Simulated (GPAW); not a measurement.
## The basis that the transmission of a carbon nanotube (4, 4); one C replaced by B needs: GPAW, sz, basis sz(dzp)

GPAW 26.7.0; GPAW LCAO, PAW setups; Landauer transmission from Green's functions with principal layers (ASE), zero bias.

The minimal basis is the cheapest rung: no second zeta and no polarisation.

run.py

```python
import json
import numpy as np
from ase import Atoms
from ase.transport.calculators import TransportCalculator
from gpaw import GPAW, FermiDirac
from gpaw.lcao.tools import get_lcao_hamiltonian
from scipy.linalg import eigh

# The junction with lead layers at both ends, along the third cell vector
device = Atoms(
    ['C', 'C', 'C', 'C', 'C', 'C', 'C', 'C', 'C', 'C', 'C', 'C', 'C', 'C', 'C', 'C', 'C', 'C', 'C', 'C', 'C', 'C', 'C', 'C', 'C', 'C', 'C', 'C', 'C', 'C', 'C', 'C', 'C', 'C', 'C', 'C', 'C', 'C', 'C', 'C', 'C', 'C', 'C', 'C', 'C', 'C', 'C', 'C', 'C', 'C', 'C', 'C', 'C', 'C', 'C', 'C', 'C', 'C', 'C', 'C', 'C', 'C', 'C', 'C', 'C', 'C', 'C', 'C', 'C', 'C', 'C', 'C', 'C', 'C', 'C', 'C', 'C', 'C', 'C', 'C', 'C', 'C', 'C', 'C', 'C', 'C', 'C', 'C', 'C', 'C', 'C', 'C', 'C', 'B', 'C', 'C', 'C', 'C', 'C', 'C', 'C', 'C', 'C', 'C', 'C', 'C', 'C', 'C', 'C', 'C', 'C', 'C', 'C', 'C', 'C', 'C', 'C', 'C', 'C', 'C', 'C', 'C', 'C', 'C', 'C', 'C', 'C', 'C', 'C', 'C', 'C', 'C', 'C', 'C', 'C', 'C', 'C', 'C', 'C', 'C', 'C', 'C', 'C', 'C', 'C', 'C', 'C', 'C', 'C', 'C', 'C', 'C', 'C', 'C', 'C', 'C', 'C', 'C', 'C', 'C', 'C', 'C', 'C', 'C', 'C', 'C', 'C', 'C', 'C', 'C', 'C', 'C', 'C', 'C', 'C', 'C', 'C', 'C', 'C', 'C', 'C', 'C', 'C', 'C', 'C', 'C', 'C', 'C', 'C', 'C', 'C', 'C'],
    positions=[
        [4.00000, 6.71200, 0.61488],
        [4.36334, 5.35600, 0.61488],
        [5.35600, 9.06066, 0.61488],
        [6.71200, 9.42400, 0.61488],
        [6.71200, 4.00000, 0.61488],
        [8.06800, 4.36334, 0.61488],
        [9.06066, 8.06800, 0.61488],
        [9.42400, 6.71200, 0.61488],
        [4.09241, 7.41392, 1.84463],
        [4.79433, 8.62967, 1.84463],
        [4.79433, 4.79433, 1.84463],
        [6.01008, 4.09241, 1.84463],
        [7.41392, 9.33159, 1.84463],
        [8.62967, 8.62967, 1.84463],
        [8.62967, 4.79433, 1.84463],
        [9.33159, 6.01008, 1.84463],
        [4.00000, 6.71200, 3.07439],
        [4.36334, 5.35600, 3.07439],
        [5.35600, 9.06066, 3.07439],
        [6.71200, 9.42400, 3.07439],
        [6.71200, 4.00000, 3.07439],
        [8.06800, 4.36334, 3.07439],
        [9.06066, 8.06800, 3.07439],
        [9.42400, 6.71200, 3.07439],
        [4.09241, 7.41392, 4.30415],
        [4.79433, 8.62967, 4.30415],
        [4.79433, 4.79433, 4.30415],
        [6.01008, 4.09241, 4.30415],
        [7.41392, 9.33159, 4.30415],
        [8.62967, 8.62967, 4.30415],
[... 156 atom lines left out ...]
        [4.79433, 4.79433, 28.89927],
        [6.01008, 4.09241, 28.89927],
        [7.41392, 9.33159, 28.89927],
        [8.62967, 8.62967, 28.89927],
        [8.62967, 4.79433, 28.89927],
        [9.33159, 6.01008, 28.89927]],
    cell=[[13.424, 0.0, 0.0], [0.0, 13.424, 0.0], [0.0, 0.0, 29.51415]],
    pbc=True)

# One principal layer of the lead: the first 48 atoms of the device
lead = Atoms(
    ['C', 'C', 'C', 'C', 'C', 'C', 'C', 'C', 'C', 'C', 'C', 'C', 'C', 'C', 'C', 'C', 'C', 'C', 'C', 'C', 'C', 'C', 'C', 'C', 'C', 'C', 'C', 'C', 'C', 'C', 'C', 'C', 'C', 'C', 'C', 'C', 'C', 'C', 'C', 'C', 'C', 'C', 'C', 'C', 'C', 'C', 'C', 'C'],
    positions=[
        [4.00000, 6.71200, 0.61488],
        [4.36334, 5.35600, 0.61488],
        [5.35600, 9.06066, 0.61488],
        [6.71200, 9.42400, 0.61488],
        [6.71200, 4.00000, 0.61488],
        [8.06800, 4.36334, 0.61488],
        [9.06066, 8.06800, 0.61488],
        [9.42400, 6.71200, 0.61488],
        [4.09241, 7.41392, 1.84463],
        [4.79433, 8.62967, 1.84463],
        [4.79433, 4.79433, 1.84463],
        [6.01008, 4.09241, 1.84463],
        [7.41392, 9.33159, 1.84463],
        [8.62967, 8.62967, 1.84463],
        [8.62967, 4.79433, 1.84463],
        [9.33159, 6.01008, 1.84463],
        [4.00000, 6.71200, 3.07439],
        [4.36334, 5.35600, 3.07439],
        [5.35600, 9.06066, 3.07439],
        [6.71200, 9.42400, 3.07439],
        [6.71200, 4.00000, 3.07439],
        [8.06800, 4.36334, 3.07439],
        [9.06066, 8.06800, 3.07439],
        [9.42400, 6.71200, 3.07439],
        [4.09241, 7.41392, 4.30415],
        [4.79433, 8.62967, 4.30415],
        [4.79433, 4.79433, 4.30415],
        [6.01008, 4.09241, 4.30415],
        [7.41392, 9.33159, 4.30415],
        [8.62967, 8.62967, 4.30415],
        [8.62967, 4.79433, 4.30415],
        [9.33159, 6.01008, 4.30415],
        [4.00000, 6.71200, 5.53390],
        [4.36334, 5.35600, 5.53390],
        [5.35600, 9.06066, 5.53390],
        [6.71200, 9.42400, 5.53390],
        [6.71200, 4.00000, 5.53390],
        [8.06800, 4.36334, 5.53390],
        [9.06066, 8.06800, 5.53390],
        [9.42400, 6.71200, 5.53390],
        [4.09241, 7.41392, 6.76366],
        [4.79433, 8.62967, 6.76366],
        [4.79433, 4.79433, 6.76366],
        [6.01008, 4.09241, 6.76366],
        [7.41392, 9.33159, 6.76366],
        [8.62967, 8.62967, 6.76366],
        [8.62967, 4.79433, 6.76366],
        [9.33159, 6.01008, 6.76366]],
    cell=[[13.424, 0.0, 0.0], [0.0, 13.424, 0.0], [0.0, 0.0, 7.37854]],
    pbc=True)

settings = dict(mode='lcao', basis='sz(dzp)', xc='PBE', h=0.2,
                occupations=FermiDirac(0.1), maxiter=250,
                mixer=dict(beta=0.1, nmaxold=8, weight=100.0),
                convergence=dict(density=0.0001))
energies = np.arange(-2, 2 + 1e-9, 0.05)
eta = 0.0001
n1, n2 = 1, 1
# k and -k transmit alike, so half of the mesh across the current serves
mesh = [(i, j) for i in range(n1) for j in range(n2) if (i, j) <= (-i % n1, -j % n2)]
weights = np.array([1 if (i, j) == (-i % n1, -j % n2) else 2 for i, j in mesh]) / (n1 * n2)


def ground_state(atoms, size, txt):
    atoms.calc = GPAW(kpts={'size': size, 'gamma': True}, symmetry={'tolerance': 1e-3}, txt=txt, **settings)
    atoms.get_potential_energy()
    return atoms.calc.get_fermi_level()


def blocks(atoms, fermi, points, nz, cells):
    """H - E_F S and S between cell 0 and the cells above it, at each point across the current."""
    kz = np.arange(nz) / nz
    calc = atoms.calc.fixed_density(kpts=[(*k, z) for k in points for z in kz], symmetry='off', txt=None)
    H, S = get_lcao_hamiltonian(calc)
    H = (H - fermi * S).reshape(len(H), len(points), nz, *S.shape[1:])
    S = S.reshape(H.shape[1:])
    phases = [np.exp(-2j * np.pi * kz * R) / nz for R in cells]
    return [(np.einsum('skzij,z->ksij', H, p), np.einsum('kzij,z->kij', S, p)) for p in phases]


def pair(a, b):
    return np.block([[a, b], [b.T.conj(), a]])


def count_channels(h, s, cells, nk=240):
    """Half the number of times that the lead's bands cross each energy, unfolded to its shortest repeat."""
    b = len(h) // cells
    bands = []
    for k in (np.arange(nk + 1) + 0.5) / nk:
        hk, sk = h[:b, :b].copy(), s[:b, :b].copy()
        for R in range(1, cells):
            phase, block = np.exp(2j * np.pi * k * R), slice(R * b, (R + 1) * b)
            hk += h[:b, block] * phase + (h[:b, block] * phase).T.conj()
            sk += s[:b, block] * phase + (s[:b, block] * phase).T.conj()
        w, u = eigh(sk)
        x = u[:, w > 1e-5] / w[w > 1e-5]**0.5  # drop near-dependent combinations
        bands.append(np.r_[eigh(x.T.conj() @ hk @ x, eigvals_only=True), [1e9] * (w <= 1e-5).sum()])
    below = np.array(bands)[:, :, None] < energies
    return (below[1:] != below[:-1]).sum((0, 1)) / 2


fermi_lead = ground_state(lead, (1, 1, 15), 'lead.txt')
fermi_device = ground_state(device, (1, 1, 3), 'device.txt')
T, channels, eigen, tail, misfit, shifts = [], [], [], 0.0, 0.0, []
for first in range(0, len(mesh), 3):
    points = [(i / n1, j / n2) for i, j in mesh[first:first + 3]]
    (H0k, S0k), (H1k, S1k), (H2k, _) = blocks(lead, fermi_lead, points, 5, range(3))
    [(Hk, Sk)] = blocks(device, fermi_device, points, 2, [0])
    tail = max(tail, abs(H2k).max())
    for H0, S0, H1, S1, H, S in zip(H0k, S0k, H1k, S1k, Hk, Sk):
        n = len(S0)
        # Shift the lead onto the potential of the device's first layer
        shift = ((H[:, 0, 0] - H0[:, 0, 0]) / S0[0, 0]).real.mean()
        shifts.append(shift)
        misfit = max(misfit, abs(H[:, :n, :n] - H0 - shift * S0).max())
        Tk, Ck, Ek = [], [], []
        for s in range(len(H)):
            t = s % len(H0)  # a lead without moments serves both spins
            h1, s1 = pair(H0[t] + shift * S0, H1[t] + shift * S1), pair(S0, S1)
            leads = dict(h1=h1, s1=s1, energies=energies, eta=eta, eta1=eta, eta2=eta)
            calc = TransportCalculator(h=H[s], s=S, eigenchannels=3, **leads)
            Tk.append(calc.get_transmission())
            Ek.append(np.sort(calc.eigenchannels_ne, axis=0)[::-1])
            Ck.append(count_channels(h1, s1, 6))
        T.append(Tk)
        channels.append(Ck)
        eigen.append(Ek)
T, channels = np.array(T), np.array(channels)
mean, open_channels = np.einsum('kse,k->se', T, weights), np.einsum('kse,k->se', channels, weights)

print(f'basis functions: device {len(S)}, principal layer {n}')
print(f'Fermi level: lead {fermi_lead:.4f} eV, device {fermi_device:.4f} eV; lead shifted by {np.mean(shifts):.4f} eV')
print(f'largest coupling past the next layer {tail:.2e} eV, largest misfit of the first layer {misfit:.3f} eV')
print('  E-E_F (eV)   ' + 'T (one spin)  channels')
for e, t, c in zip(energies, mean.T, open_channels.T):
    print(f'{e:10.3f}  ', *[f'{x:11.4e}' for x in t], *[f'{x:9.4f}' for x in c])

kT = 8.617333e-5 * 300
fine = np.linspace(energies[0], energies[-1], 4001)
both = np.exp(np.interp(fine, energies, np.log(np.maximum(mean.sum(0) * 2 / len(mean), 1e-30))))
fermi = lambda mu: 1 / (1 + np.exp(np.clip((fine - mu) / kT, -200, 200)))
slope = fermi(0) * (1 - fermi(0)) / kT
G = np.trapezoid(both * slope, fine) / 2
seebeck = -np.trapezoid(both * slope * fine, fine) / (2 * G * 300) * 1e6
print(f'conductance at 300 K: {G:.5g} G0 a cell; thermopower {seebeck:.4g} uV/K')
bias = [0.1, 0.2, 0.5, 1.0, 1.5, 2.0]
current = [38.74 * np.trapezoid(both * (fermi(V / 2) - fermi(-V / 2)), fine) for V in bias]
for V, I in zip(bias, current):
    print(f'current from the zero-bias T(E) at {V} V: {I:.5g} uA')
zero = abs(energies).argmin()
json.dump(dict(energies=energies.tolist(), T=mean.tolist(), channels=open_channels.tolist(), G=G, seebeck=seebeck,
               bias=bias, current=current, tail=tail, misfit=misfit, shift=np.mean(shifts), n_device=len(S), n_lead=n,
               fermi=[fermi_lead, fermi_device], energy=device.get_potential_energy(),
               moments=device.get_magnetic_moments().tolist(), mesh=mesh, weights=weights.tolist(),
               T_k=T[:, :, zero].tolist(), eigen=np.array(eigen[0]).tolist()), open('result.json', 'w'))
```

Run with:

```
OMP_NUM_THREADS=1 OPENBLAS_NUM_THREADS=1 python run.py
```

Q: Predict the conductance; and current through one cell, from the zero-bias transmission against bias.

Each channel passes at most one electron wave, so a value between whole numbers means that at least one channel is partly reflected. Current over bias at the lowest bias computed gives the conductance there: 149 μS, or 1.93 G₀ with G₀ = 2e²/h = 77.5 μS.

This step gave:

```yaml
conductance: 1.928 G₀
largest_coupling_past_the_next_principal_layer: 3.36e-15 eV
largest_misfit_of_the_first_principal_layer: 0.05345 eV
shift_that_aligns_the_lead: 0.009212 eV
basis_functions_of_the_junction: 768
basis_functions_of_a_principal_layer: 192
transmission_at_the_fermi_level_one_spin: 1.928
```

One spin. The transmission, zone mean by energy, zero at the Fermi level:

energy (eV), transmission, zone mean and a bar from the least value:
```
    -2.00       4.02 ###################
    -1.90       3.63 #################
    -1.80       1.81 ######
    -1.70       0.95 #
    -1.55       0.85 
    -1.45       0.93 
    -1.35       0.92 
    -1.25       0.94 #
    -1.15       1.03 #
    -1.05       1.16 ##
    -0.90       1.39 ###
    -0.80       1.52 ####
    -0.70       1.63 #####
    -0.60       1.71 #####
    -0.50       1.78 ######
    -0.40       1.83 ######
    -0.25       1.88 ######
    -0.15       1.90 ######
    -0.05       1.92 ######
     0.00       1.93 ######
     0.05       1.94 #######
     0.15       1.95 #######
     0.25       1.95 #######
     0.40       1.96 #######
     0.50       1.97 #######
     0.60       1.97 #######
     0.70       1.97 #######
     0.80       1.98 #######
     0.90       1.98 #######
     1.05       1.98 #######
     1.15       1.98 #######
     1.25       1.98 #######
     1.35       1.98 #######
     1.45       3.89 ##################
     1.55       5.13 ##########################
     1.70       5.84 ##############################
     1.80       5.34 ###########################
     1.90       5.52 ############################
     2.00       5.69 #############################
```

Not self-consistent under bias; the bias window is split evenly. Table of current through one cell, from the zero-bias transmission by bias:

| bias (V) | current through one cell, from the zero-bias transmission (μA) |
| --- | --- |
| 0.100 | 14.9 |
| 0.200 | 29.9 |
| 0.500 | 74.5 |
| 1.000 | 148 |
| 1.500 | 219 |
| 2.000 | 285 |

Table of transmission of the three most open eigenchannels by energy, zero at the Fermi level:

| energy (eV) | channel 1 | channel 2 | channel 3 |
| --- | --- | --- | --- |
| -2.000 | 0.999 | 0.949 | 0.926 |
| -1.800 | 0.999 | 0.284 | 0.271 |
| -1.600 | 0.713 | 0.0643 | 2.3e-9 |
| -1.400 | 0.783 | 0.148 | 1.4e-11 |
| -1.200 | 0.956 | 0.0209 | 8.6e-12 |
| -1.000 | 0.981 | 0.259 | 0 |
| -0.800 | 0.989 | 0.535 | 0 |
| -0.600 | 0.992 | 0.722 | 0 |
| -0.400 | 0.994 | 0.832 | 0 |
| -0.200 | 0.995 | 0.896 | 0 |
| 0.000 | 0.996 | 0.932 | 0 |
| 0.200 | 0.997 | 0.954 | 0 |
| 0.400 | 0.996 | 0.962 | 0 |
| 0.600 | 0.997 | 0.974 | 0 |
| 0.800 | 0.997 | 0.979 | 0 |
| 1.000 | 0.998 | 0.982 | 0 |
| 1.200 | 0.998 | 0.984 | 3.8e-11 |
| 1.400 | 0.998 | 0.986 | 0.233 |
| 1.600 | 0.998 | 0.983 | 0.959 |
| 1.800 | 0.998 | 0.991 | 0.979 |
| 2.000 | 0.997 | 0.996 | 0.983 |

[Logs are printed without paths, hosts, clocks, repeated set-up lines and the standing remarks that a program may print on its own settings, such as how far it seeks lower states.]

[Hosts, paths, dates, database ids (printed as entryN), source tags and the programs' standing remarks are cut or masked in the printed files.]
